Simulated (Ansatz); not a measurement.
## TiGeBi: relaxing a made-up structure

This structure for TiGeBi is made up. Its elements were placed in a known structure type with a cell scaled to their sizes. What cell does the guess relax to, and how far off was it?

Main program and level: Ansatz 0.2.0; DFT, PBEsol, plane-wave PAW, files of the set soft_1, scalar-relativistic, no spin, cell and ions relaxed at zero pressure; PAW set soft_1, in the first sound run; inputs show where later runs differ.

### 1. The starting structure

Symmetry: P4/nmm, No. 129, tetragonal system. The conventional cell has a = 3.755 Å, b = 3.755 Å, c = 8.542 Å, α = 90.00°, β = 90.00°, γ = 90.00°. Nearest to Bi lie 5 Ti at 2.92 to 3.10 Å and 4 Bi at 3.26 Å. Nearest to Ge lie 4 Ge at 2.66 Å and 4 Ti at 2.83 Å. Nearest to Ti lie 4 Ge at 2.83 Å and 5 Bi at 2.92 to 3.10 Å. Farther neighbours are not listed.

### 2. Relaxation of the guess

The guessed cell has no reason to be at equilibrium. It is relaxed with the atoms, within the space group of the guess.

File input.yaml:

```yaml
crystal:
  lattice:
    - [3.755, 0.0, 0.0]
    - [0.0, 3.755, 0.0]
    - [0.0, 0.0, 8.542]
  atoms:
    - { symbol: Bi, position: [0.0, 0.5, 0.3896] }
    - { symbol: Bi, position: [0.5, 0.0, 0.6104] }
    - { symbol: Ge, position: [0.5, 0.5, 0.0] }
    - { symbol: Ge, position: [0.0, 0.0, 0.0] }
    - { symbol: Ti, position: [0.0, 0.5, 0.7523] }
    - { symbol: Ti, position: [0.5, 0.0, 0.2477] }
kpoints:
  mp_grid: { grid: [7, 7, 3] }
scf:
  occupations: { method: fermi_dirac, width: 0.05 }
hamiltonian:
  xc: pbesol
  pseudopotentials: { kind: paw, azcp: { folder: soft_1 }, xc_functional: pbe }
relax:
  f_tol: 0.015
  max_steps: 70
  cell: {}
output:
  forces: true
  stress: true
```

Run with:

```bash
ansatz run input.yaml --threads 4 --pin off --max-ram 10240MiB --backend cpu --events-out ev --progress --plain --runs-dir out
```

Numbers of over 12 decimals in the logs are rounded to 6 here.

Output:

```text
Engine: ansatz 0.2.0, aarch64-unknown-linux-gnu
Pseudopotentials: kind: paw
Pseudopotential: Bi, paw, valence charge 15, recommended cutoff 420 eV (normal), soft_1/Bi.paw.azcp
Pseudopotential: Ge, paw, valence charge 14, recommended cutoff 420 eV (normal), soft_1/Ge.paw.azcp
Pseudopotential: Ti, paw, valence charge 12, recommended cutoff 420 eV (normal), soft_1/Ti.paw.azcp
Functional definition: PBEsol
  exchange = pbesol_x
  correlation = pbesol_c
Crystal: 6 atoms, lattice volume = 120.442 Å³
Basis set: ecut = 420 eV, 2357 PW (Γ), exchange–correlation on 54×54×120 points (8 copies of the dense FFT grid, shifted against one another)
Bands: 50, of which v1, the nominal top of the filled ones, is band 41 counted from 1 (40 counted from 0)
Symmetry: 16 space group operations
Space group: P4/nmm (ITA 129), of the structure as read, at distance tolerance 4.9e-5 Å
k-points: 20 of 147
Non-local potential: Bi, projectors of the file, l = 0: 2, l = 1: 2, l = 2: 2, l = 3: 1
Non-local potential: Ge, projectors of the file, l = 0: 2, l = 1: 2, l = 2: 3, l = 3: 1
Non-local potential: Ti, projectors of the file, l = 0: 3, l = 1: 2, l = 2: 3, l = 3: 1
PAW form: soft (Blöchl's): semilocal exchange-correlation on the pseudo side does not see the compensation charge
PAW frozen core: Bi, regenerated for the run's functional, and the local potential with it (the file was generated under x = pbe(κ = 0.804, μ = 0.219515), c = pbe(β = 0.066725))
PAW frozen core: Ge, regenerated for the run's functional, and the local potential with it (the file was generated under x = pbe(κ = 0.804, μ = 0.219515), c = pbe(β = 0.066725))
PAW frozen core: Ti, regenerated for the run's functional, and the local potential with it (the file was generated under x = pbe(κ = 0.804, μ = 0.219515), c = pbe(β = 0.066725))
PAW one-centre angular grid: Bi, 590 points (default); XC on 64 Gauss nodes
PAW one-centre angular grid: Ge, 590 points (default); XC on 64 Gauss nodes
PAW one-centre angular grid: Ti, 590 points (default); XC on 64 Gauss nodes
Initial density: superposition of atomic densities (chi_scale 0.1, normalization cell, long waves kept (reshape's long-wave potential 0.01 eV rms))
Initial wavefunctions: pseudopotential atomic-orbital guess
Functional: x = pbesol(κ = 0.804, μ = 0.123457), c = pbesol(β = 0.046)
SCF iter   1: F=—  HF=-37947.870133 eV  |F-HF|=—  |Δ(HF+E_count)|=         —  Δρ=7.17e-2  dr2=1.49e1  ethr=3.10e-3  ⟨swp⟩=6.3  Hψ=3518  notcnv=0
preconditioner: auto → Kerker (q_TF=auto, 2.559 Å⁻¹)  [metal: Δε(μ)=0.054 eV  Ē_g=16.258 eV  σ=0.050 eV  W_gap=0.26  n_scr=38 (ndim 8)  ℏωp=27.5 eV  f_vac=0.000  D(μ)=4.31/eV (n_scr^D=38)]
SCF iter   2: F=—  HF=-37946.370115 eV  |F-HF|=—  |Δ(HF+E_count)|=    1.50e0  Δρ=3.53e-2  dr2=4.44e0  ethr=3.10e-3  ⟨swp⟩=2.7  Hψ=1679  notcnv=0  defer=22
SCF iter   3: F=—  HF=-37945.702051 eV  |F-HF|=—  |Δ(HF+E_count)|=   6.68e-1  Δρ=8.24e-3  dr2=2.92e-1  ethr=3.10e-3  ⟨swp⟩=2.2  Hψ=1313  notcnv=0  defer=22
SCF iter   4: F=—  HF=-37945.638777 eV  |F-HF|=—  |Δ(HF+E_count)|=   6.33e-2  Δρ=2.81e-3  dr2=4.40e-2  ethr=3.56e-4  ⟨swp⟩=2.5  Hψ=1998  notcnv=0  defer=26
SCF iter   5: F=—  HF=-37945.627581 eV  |F-HF|=—  |Δ(HF+E_count)|=   1.12e-2  Δρ=1.34e-3  dr2=7.61e-3  ethr=5.36e-5  ⟨swp⟩=2.0  Hψ=1651  notcnv=0  defer=26
SCF iter   6: F=—  HF=-37945.626587 eV  |F-HF|=—  |Δ(HF+E_count)|=   9.95e-4  Δρ=3.29e-4  dr2=4.31e-4  ethr=9.28e-6  ⟨swp⟩=2.0  Hψ=1114  notcnv=0  defer=26
SCF iter   7: F=—  HF=-37945.626538 eV  |F-HF|=—  |Δ(HF+E_count)|=   4.90e-5  Δρ=8.71e-5  dr2=2.67e-5  ethr=5.26e-7  ⟨swp⟩=2.0  Hψ=1219  notcnv=0  defer=26
SCF iter   8: F=—  HF=-37945.626496 eV  |F-HF|=—  |Δ(HF+E_count)|=   4.19e-5  Δρ=3.07e-5  dr2=2.46e-6  ethr=3.26e-8  ⟨swp⟩=2.0  Hψ=1640  notcnv=0  defer=26
SCF iter   9: F=—  HF=-37945.626495 eV  |F-HF|=—  |Δ(HF+E_count)|=   3.39e-7  Δρ=9.72e-6  dr2=3.19e-7  ethr=3.00e-9  ⟨swp⟩=2.1  Hψ=1273  notcnv=0  defer=26
SCF iter  10: F=-37945.626495 eV  HF=-37945.626495 eV  |F-HF|=4.17e-9  |Δ(HF+E_count)|=   4.98e-8  Δρ=2.90e-6  dr2=1.25e-8  ethr=1.22e-10  ⟨swp⟩=4.0  Hψ=2969  notcnv=0
SCF 1 converged in 10 iterations: F = -37945.626495 eV  dr2 = 1.25e-8
  greatest PAW one-centre occupation: 0.998 electrons in one spin orbital (limit 2), on the Ti atom at site 5 (counted from 0), in its partial waves of l = 0
relax step   1: F+E_penalty+E_count = -37945.62649522 eV  Δ(F+E_penalty+E_count) = +0.000e0 eV  max|allowed force component| = 8.157e-1 eV/Å  Δτ_max = 0.0000 Å  P = -2.368 GPa  Ω = 120.442 Å³  (10 SCF iters, dr2 threshold 1.00e-7 eV, accepted)
Crystal: 6 atoms, lattice volume = 116.113 Å³
Basis set: ecut = 420 eV, 2291 PW (Γ), exchange–correlation on 54×54×120 points (8 copies of the dense FFT grid, shifted against one another)
Initial density: handed on by an earlier stage of this run
Initial wavefunctions: those handed on with the density
iter 1 solved again at ethr=1.02e-3 eV; its pass at ethr=3.10e-3 eV (dr2=8.37e-1 eV) is discarded
SCF iter   1: F=—  HF=-37945.886120 eV  |F-HF|=—  |Δ(HF+E_count)|=         —  Δρ=1.25e-2  dr2=8.48e-1  ethr=1.02e-3  ⟨swp⟩=1.2  Hψ=4908  notcnv=0
preconditioner: auto → Kerker (q_TF=auto, 2.575 Å⁻¹)  [metal: Δε(μ)=0.012 eV  Ē_g=17.870 eV  σ=0.050 eV  W_gap=0.06  n_scr=38 (ndim 8)  ℏωp=28.0 eV  f_vac=0.000  D(μ)=3.11/eV (n_scr^D=16)]
SCF iter   2: F=—  HF=-37945.822938 eV  |F-HF|=—  |Δ(HF+E_count)|=   6.32e-2  Δρ=7.61e-3  dr2=4.32e-1  ethr=1.02e-3  ⟨swp⟩=2.0  Hψ=1164  notcnv=0
SCF iter   3: F=—  HF=-37945.759469 eV  |F-HF|=—  |Δ(HF+E_count)|=   6.35e-2  Δρ=1.65e-3  dr2=1.88e-2  ethr=5.27e-4  ⟨swp⟩=2.4  Hψ=1321  notcnv=0
SCF iter   4: F=—  HF=-37945.757590 eV  |F-HF|=—  |Δ(HF+E_count)|=   1.88e-3  Δρ=7.37e-4  dr2=1.39e-3  ethr=2.29e-5  ⟨swp⟩=2.0  Hψ=1746  notcnv=0  defer=1
SCF iter   5: F=—  HF=-37945.756702 eV  |F-HF|=—  |Δ(HF+E_count)|=   8.88e-4  Δρ=3.75e-4  dr2=4.36e-4  ethr=1.70e-6  ⟨swp⟩=2.0  Hψ=1594  notcnv=0  defer=1
SCF iter   6: F=—  HF=-37945.756606 eV  |F-HF|=—  |Δ(HF+E_count)|=   9.63e-5  Δρ=1.23e-4  dr2=3.55e-5  ethr=5.31e-7  ⟨swp⟩=2.0  Hψ=1197  notcnv=0  defer=1
SCF iter   7: F=—  HF=-37945.756599 eV  |F-HF|=—  |Δ(HF+E_count)|=   6.69e-6  Δρ=2.97e-5  dr2=1.34e-6  ethr=4.33e-8  ⟨swp⟩=2.0  Hψ=1620  notcnv=0  defer=1
SCF iter   8: F=-37945.756599 eV  HF=-37945.756599 eV  |F-HF|=1.74e-8  |Δ(HF+E_count)|=   3.27e-7  Δρ=7.21e-6  dr2=5.31e-8  ethr=7.32e-10  ⟨swp⟩=4.0  Hψ=3307  notcnv=0
SCF 2 converged in 8 iterations: F = -37945.756599 eV  dr2 = 5.31e-8
relax step   2: F+E_penalty+E_count = -37945.75659856 eV  Δ(F+E_penalty+E_count) = -1.301e-1 eV  max|allowed force component| = 6.313e-1 eV/Å  Δτ_max = 0.1956 Å  P = +1.869 GPa  Ω = 116.113 Å³  energy of the carried Pulay correction = +7.108e-4 eV  (8 SCF iters, dr2 threshold 6.00e-7 eV, accepted)
Crystal: 6 atoms, lattice volume = 117.953 Å³
Basis set: ecut = 420 eV, 2299 PW (Γ), exchange–correlation on 54×54×120 points (8 copies of the dense FFT grid, shifted against one another)
iter 1 solved again at ethr=2.11e-4 eV; its pass at ethr=3.10e-3 eV (dr2=1.73e-1 eV) is discarded
SCF iter   1: F=—  HF=-37945.877656 eV  |F-HF|=—  |Δ(HF+E_count)|=         —  Δρ=5.44e-3  dr2=1.75e-1  ethr=2.11e-4  ⟨swp⟩=1.3  Hψ=4479  notcnv=0
preconditioner: auto → Kerker (q_TF=auto, 2.568 Å⁻¹)  [metal: Δε(μ)=0.058 eV  Ē_g=17.920 eV  σ=0.050 eV  W_gap=0.27  n_scr=38 (ndim 8)  ℏωp=27.8 eV  f_vac=0.000  D(μ)=3.11/eV (n_scr^D=16)]
SCF iter   2: F=—  HF=-37945.865267 eV  |F-HF|=—  |Δ(HF+E_count)|=   1.24e-2  Δρ=3.31e-3  dr2=9.13e-2  ethr=2.11e-4  ⟨swp⟩=2.0  Hψ=1163  notcnv=0
SCF iter   3: F=—  HF=-37945.852238 eV  |F-HF|=—  |Δ(HF+E_count)|=   1.30e-2  Δρ=8.93e-4  dr2=4.71e-3  ethr=1.11e-4  ⟨swp⟩=2.0  Hψ=1304  notcnv=0
SCF iter   4: F=—  HF=-37945.851583 eV  |F-HF|=—  |Δ(HF+E_count)|=   6.54e-4  Δρ=3.78e-4  dr2=4.02e-4  ethr=5.74e-6  ⟨swp⟩=2.0  Hψ=1652  notcnv=0
SCF iter   5: F=—  HF=-37945.851365 eV  |F-HF|=—  |Δ(HF+E_count)|=   2.18e-4  Δρ=1.88e-4  dr2=8.95e-5  ethr=4.90e-7  ⟨swp⟩=2.0  Hψ=1649  notcnv=0
SCF iter   6: F=—  HF=-37945.851352 eV  |F-HF|=—  |Δ(HF+E_count)|=   1.30e-5  Δρ=5.40e-5  dr2=7.24e-6  ethr=1.09e-7  ⟨swp⟩=2.0  Hψ=1227  notcnv=0
SCF iter   7: F=—  HF=-37945.851350 eV  |F-HF|=—  |Δ(HF+E_count)|=   1.99e-6  Δρ=1.50e-5  dr2=3.29e-7  ethr=7.32e-10  ⟨swp⟩=3.0  Hψ=4269  notcnv=0
SCF iter   8: F=-37945.851350 eV  HF=-37945.851350 eV  |F-HF|=3.50e-9  |Δ(HF+E_count)|=   2.60e-7  Δρ=3.43e-6  dr2=1.42e-8  ethr=4.01e-10  ⟨swp⟩=4.0  Hψ=2848  notcnv=0
SCF 3 converged in 8 iterations: F = -37945.851350 eV  dr2 = 1.42e-8
relax step   3: F+E_penalty+E_count = -37945.85135018 eV  Δ(F+E_penalty+E_count) = -9.475e-2 eV  max|allowed force component| = 5.775e-2 eV/Å  Δτ_max = 0.0803 Å  P = -0.549 GPa  Ω = 117.953 Å³  energy of the carried Pulay correction = +4.055e-4 eV  (8 SCF iters, dr2 threshold 6.00e-7 eV, accepted)
Crystal: 6 atoms, lattice volume = 117.326 Å³
iter 1 solved again at ethr=2.86e-6 eV; its pass at ethr=3.10e-3 eV (dr2=2.34e-3 eV) is discarded
SCF iter   1: F=—  HF=-37945.853777 eV  |F-HF|=—  |Δ(HF+E_count)|=         —  Δρ=7.10e-4  dr2=2.41e-3  ethr=2.86e-6  ⟨swp⟩=2.9  Hψ=4252  notcnv=0
preconditioner: auto → Kerker (q_TF=auto, 2.570 Å⁻¹)  [metal: Δε(μ)=0.053 eV  Ē_g=17.911 eV  σ=0.050 eV  W_gap=0.26  n_scr=38 (ndim 8)  ℏωp=27.9 eV  f_vac=0.000  D(μ)=3.03/eV (n_scr^D=16)]
SCF iter   2: F=—  HF=-37945.853581 eV  |F-HF|=—  |Δ(HF+E_count)|=   1.97e-4  Δρ=4.00e-4  dr2=1.06e-3  ethr=2.86e-6  ⟨swp⟩=1.1  Hψ=1003  notcnv=0
SCF iter   3: F=—  HF=-37945.853422 eV  |F-HF|=—  |Δ(HF+E_count)|=   1.59e-4  Δρ=8.25e-5  dr2=8.19e-5  ethr=1.30e-6  ⟨swp⟩=1.9  Hψ=1095  notcnv=0
SCF iter   4: F=—  HF=-37945.853420 eV  |F-HF|=—  |Δ(HF+E_count)|=   1.52e-6  Δρ=3.89e-5  dr2=4.19e-6  ethr=9.99e-8  ⟨swp⟩=2.0  Hψ=1118  notcnv=0
SCF iter   5: F=—  HF=-37945.853419 eV  |F-HF|=—  |Δ(HF+E_count)|=   9.56e-7  Δρ=2.22e-5  dr2=1.47e-6  ethr=5.11e-9  ⟨swp⟩=2.0  Hψ=1646  notcnv=0
SCF iter   6: F=-37945.853419 eV  HF=-37945.853419 eV  |F-HF|=8.89e-8  |Δ(HF+E_count)|=   6.14e-7  Δρ=8.12e-6  dr2=1.38e-7  ethr=7.32e-10  ⟨swp⟩=4.0  Hψ=2995  notcnv=0
SCF 4 converged in 6 iterations: F = -37945.853419 eV  dr2 = 1.38e-7
relax step   4: F+E_penalty+E_count = -37945.85341863 eV  Δ(F+E_penalty+E_count) = -2.068e-3 eV  max|allowed force component| = 2.006e-2 eV/Å  Δτ_max = 0.0055 Å  P = -0.035 GPa  Ω = 117.326 Å³  energy of the carried Pulay correction = +5.089e-4 eV  (6 SCF iters, dr2 threshold 6.00e-7 eV, accepted)
Crystal: 6 atoms, lattice volume = 117.286 Å³
iter 1 solved again at ethr=2.34e-7 eV; its pass at ethr=3.10e-3 eV (dr2=1.92e-4 eV) is discarded
SCF iter   1: F=—  HF=-37945.853494 eV  |F-HF|=—  |Δ(HF+E_count)|=         —  Δρ=1.40e-4  dr2=1.95e-4  ethr=2.34e-7  ⟨swp⟩=1.0  Hψ=3156  notcnv=0
preconditioner: auto → Kerker (q_TF=auto, 2.570 Å⁻¹)  [metal: Δε(μ)=0.057 eV  Ē_g=17.922 eV  σ=0.050 eV  W_gap=0.27  n_scr=38 (ndim 8)  ℏωp=27.9 eV  f_vac=0.000  D(μ)=3.00/eV (n_scr^D=16)]
SCF iter   2: F=—  HF=-37945.853489 eV  |F-HF|=—  |Δ(HF+E_count)|=   5.35e-6  Δρ=9.38e-5  dr2=1.08e-4  ethr=2.34e-7  ⟨swp⟩=1.0  Hψ=1000  notcnv=0
SCF iter   3: F=—  HF=-37945.853482 eV  |F-HF|=—  |Δ(HF+E_count)|=   6.77e-6  Δρ=3.98e-5  dr2=3.70e-6  ethr=1.32e-7  ⟨swp⟩=2.0  Hψ=1131  notcnv=0
SCF iter   4: F=—  HF=-37945.853467 eV  |F-HF|=—  |Δ(HF+E_count)|=   1.51e-5  Δρ=1.80e-5  dr2=4.42e-7  ethr=4.51e-9  ⟨swp⟩=2.0  Hψ=1650  notcnv=0
SCF iter   5: F=—  HF=-37945.853467 eV  |F-HF|=—  |Δ(HF+E_count)|=   3.31e-8  Δρ=5.03e-6  dr2=8.26e-8  ethr=5.39e-10  ⟨swp⟩=2.9  Hψ=1656  notcnv=0
SCF iter   6: F=-37945.853467 eV  HF=-37945.853467 eV  |F-HF|=2.95e-9  |Δ(HF+E_count)|=   1.26e-8  Δρ=1.63e-6  dr2=5.80e-9  ethr=3.07e-11  ⟨swp⟩=4.0  Hψ=2972  notcnv=0
SCF 5 converged in 6 iterations: F = -37945.853467 eV  dr2 = 5.80e-9
relax step   5: F+E_penalty+E_count = -37945.85346672 eV  Δ(F+E_penalty+E_count) = -4.809e-5 eV  max|allowed force component| = 1.359e-3 eV/Å  Δτ_max = 0.0017 Å  P = +0.008 GPa  Ω = 117.286 Å³  energy of the carried Pulay correction = +5.156e-4 eV  (6 SCF iters, dr2 threshold 2.52e-8 eV, accepted)
Initial wavefunctions: pseudopotential atomic-orbital guess (no wavefunctions were taken with the density)
iter 1 solved again at ethr=5.59e-8 eV; its pass at ethr=3.10e-3 eV (dr2=4.59e-5 eV) is discarded
SCF iter   1: F=—  HF=-37945.852946 eV  |F-HF|=—  |Δ(HF+E_count)|=         —  Δρ=3.68e-5  dr2=1.60e-7  ethr=5.59e-8  ⟨swp⟩=3.0  Hψ=5820  notcnv=0
preconditioner: auto → Kerker (q_TF=auto, 2.570 Å⁻¹)  [metal: Δε(μ)=0.056 eV  Ē_g=17.922 eV  σ=0.050 eV  W_gap=0.27  n_scr=38 (ndim 8)  ℏωp=27.9 eV  f_vac=0.000  D(μ)=3.00/eV (n_scr^D=16)]
SCF iter   2: F=—  HF=-37945.852949 eV  |F-HF|=—  |Δ(HF+E_count)|=   3.46e-6  Δρ=2.02e-5  dr2=7.41e-8  ethr=1.95e-10  ⟨swp⟩=2.0  Hψ=1812  notcnv=0
SCF iter   3: F=—  HF=-37945.852949 eV  |F-HF|=—  |Δ(HF+E_count)|=   1.16e-7  Δρ=6.06e-6  dr2=9.11e-9  ethr=9.03e-11  ⟨swp⟩=2.0  Hψ=1548  notcnv=0
SCF iter   4: F=—  HF=-37945.852949 eV  |F-HF|=—  |Δ(HF+E_count)|=   6.36e-9  Δρ=8.37e-7  dr2=8.07e-10  ethr=1.11e-11  ⟨swp⟩=2.0  Hψ=1650  notcnv=0
SCF iter   5: F=—  HF=-37945.852949 eV  |F-HF|=—  |Δ(HF+E_count)|=  2.91e-11  Δρ=3.01e-7  dr2=1.78e-10  ethr=1.00e-12  ⟨swp⟩=2.0  Hψ=1651  notcnv=0
SCF iter   6: F=-37945.852949 eV  HF=-37945.852949 eV  |F-HF|=7.28e-12  |Δ(HF+E_count)|=  3.64e-11  Δρ=6.71e-8  dr2=1.60e-11  ethr=1.00e-12  ⟨swp⟩=4.0  Hψ=3040  notcnv=0
SCF 6 converged in 6 iterations: F = -37945.852949 eV  dr2 = 1.60e-11
relax step   6: F+E_penalty+E_count = -37945.85294933 eV  Δ(F+E_penalty+E_count) = +5.174e-4 eV  max|allowed force component| = 1.308e-3 eV/Å  Δτ_max = 0.0000 Å  P = +0.010 GPa  Ω = 117.286 Å³  stress off target by 1.27e-2 GPa  SCF on the basis re-selected at this cell (its energy is not comparable with the rows above)  (6 SCF iters)
basis re-selected at this cell: Δ(F+E_penalty+E_count) = +5.174e-4 eV, ΔP = +0.002 GPa vs the last step (what re-selecting the basis moved, of the pressure what is left beyond the Pulay correction that the steps carried, after the strain that the cell walked since its last selection, with what the two solves' SCF thresholds leave and, on support functions, any second-order correction that the steps lacked; it is no m [...]
SCF converged after 6 iterations
Free energy (F): -37945.852949 eV
Harris-Foulkes:  -37945.852949 eV  (|F-HF|=7.28e-12)
Internal energy: -37945.827995 eV  (E = F + TS)
E sigma→0 (E₀):  -37945.840472 eV
Entropy (-TS):   -0.024954 eV (-4.159 meV/atom)
Fermi energy:    13.755563 eV
--- Per-component energies (eV) ---
  E_band       = -542.324146
  E_kinetic    = 1265.129967
  E_local      = -7917.159851  (includes V_loc(G=0)·N_el)
  E_nonlocal   = 1385.223659
  E_hartree    = 3468.430606
  E_xc         = -676.126807
  E_vxc        = -686.161928  (∫ρ·V_xc dr)
  E_paw        = -27002.022311  (= ΣΔE_a)
  E_vpaw       = -1526.217409  (= ΣTr[D̂ρ^β])
  E_aug_tail   = 0.000287  (compensation charges beyond the density's cutoff)
  E_ewald      = -8471.597779
  E_core_change = 2.294233  (= ΣΔE_core)
  E_smearing   = -0.024954  (= −TS)
  E_closure    = -0.000000  (closes the sum)
  Σ components = -37945.852949   (vs F -37945.852949, Δ=0.00e0)
--- Forces (eV/Å), atoms counted from 1 ---
  atom   1  Bi     0.00000000     0.00000000     0.00130810
  atom   2  Bi     0.00000000     0.00000000    -0.00130810
  atom   3  Ge     0.00000000     0.00000000    -0.00000000
  atom   4  Ge     0.00000000     0.00000000    -0.00000000
  atom   5  Ti     0.00000000     0.00000000     0.00062784
  atom   6  Ti     0.00000000     0.00000000    -0.00062784
  max |Σ_I F_I| component: 3.47e-18 eV/Å
--- Stress (GPa, compression-positive) ---
        0.012686       0.000000       0.000000
        0.000000       0.012686       0.000000
        0.000000       0.000000       0.005055
  P = ⅓ Tr σ = 0.0101 GPa (0.101 kbar)
--- Relaxed structure (5 steps of the walk, 5 accepted, 1 SCFs on fresh bases) ---
  F+E_penalty+E_count = -37945.85294933 eV   max|allowed force component| = 1.308e-3 eV/Å   (the final SCF, on the basis selected at the relaxed cell)
  cell:  # Å, volume = 117.2860 Å³
    - [3.767135, 0, 0.0]
    - [0, 3.767135, 0.0]
    - [0.0, 0.0, 8.264639]
  atoms:
    - { symbol: Bi, position: [0, 0.5, 0.376756] }
    - { symbol: Bi, position: [0.5, 0, 0.623244] }
    - { symbol: Ge, position: [0.5, 0.5, 0] }
    - { symbol: Ge, position: [0, 0, 0] }
    - { symbol: Ti, position: [0, 0.5, 0.761224] }
    - { symbol: Ti, position: [0.5, 0, 0.238776] }
```

It took 20 s on 4 threads of Arm Neoverse N1, shared host; peak memory 0.54 GiB; 74 s of CPU time.

Step by step:

| step | energy less that of the first step (eV) | largest force component (eV/Å) | pressure (GPa) | volume (Å³) |
| --- | --- | --- | --- | --- |
| 1 | 0.0000 | 0.8157 | -2.37 | 120.44 |
| 2 | -0.1301 | 0.6313 | 1.87 | 116.11 |
| 3 | -0.2249 | 0.0577 | -0.55 | 117.95 |
| 4 | -0.2269 | 0.0201 | -0.04 | 117.33 |
| 5 | -0.2270 | 0.0014 | 0.01 | 117.29 |
| 6* | -0.2265 | 0.0013 | 0.01 | 117.29 |

Relaxation steps marked * repeat the geometry before them on a plane-wave basis chosen anew for their cell, so energy and pressure can jump there.

Forces are held to the 16 operations that the run works with; a distortion that breaks them can't arise in this run.

| conventional cell, symmetrised | before | after | change |
| --- | --- | --- | --- |
| a (Å) | 3.755 | 3.767 | +0.3 % |
| b (Å) | 3.755 | 3.767 | +0.3 % |
| c (Å) | 8.542 | 8.265 | -3.2 % |
| volume (Å³/atom) | 20.07 | 19.55 | -2.6 % |

The atoms that moved most (Å, as changes of fractional coordinates times the final cell):

| atom | dx | dy | dz | length |
| --- | --- | --- | --- | --- |
| Bi1 | 0.000 | 0.000 | -0.106 | 0.106 |
| Bi2 | 0.000 | 0.000 | 0.106 | 0.106 |
| Ti6 | 0.000 | 0.000 | -0.074 | 0.074 |
| Ti5 | 0.000 | 0.000 | 0.074 | 0.074 |

This step gave:

* free energy: -37945.8529 eV
* energy at zero smearing: -37945.8405 eV
* smearing term TS: 0.02495 eV
* Fermi energy: 13.76 eV
* electrons: 82
* symmetry operations: 16
* pressure: 0.01014 GPa

Shortest distances by pair of elements, guess and relaxed (not always the same contact):

| pair | guess (Å) | relaxed (Å) |
| --- | --- | --- |
| Ge–Ge | 2.655 | 2.664 |
| Ge–Ti | 2.829 | 2.728 |
| Bi–Ti | 2.919 | 2.898 |
| Bi–Bi | 3.257 | 3.353 |
| Bi–Ge | 3.821 | 3.639 |

The relaxation ends with a largest force component of 0.0013 eV/Å and a pressure of 0.01 GPa.

(Part 1 of 2 ends here.)

[Logs are printed without paths, hosts, clocks, repeated set-up lines and the standing remarks that a program may print on its own settings, such as how far it seeks lower states.]

[Hosts, paths, dates, database ids (printed as entryN), source tags and the programs' standing remarks are cut or masked in the printed files.]
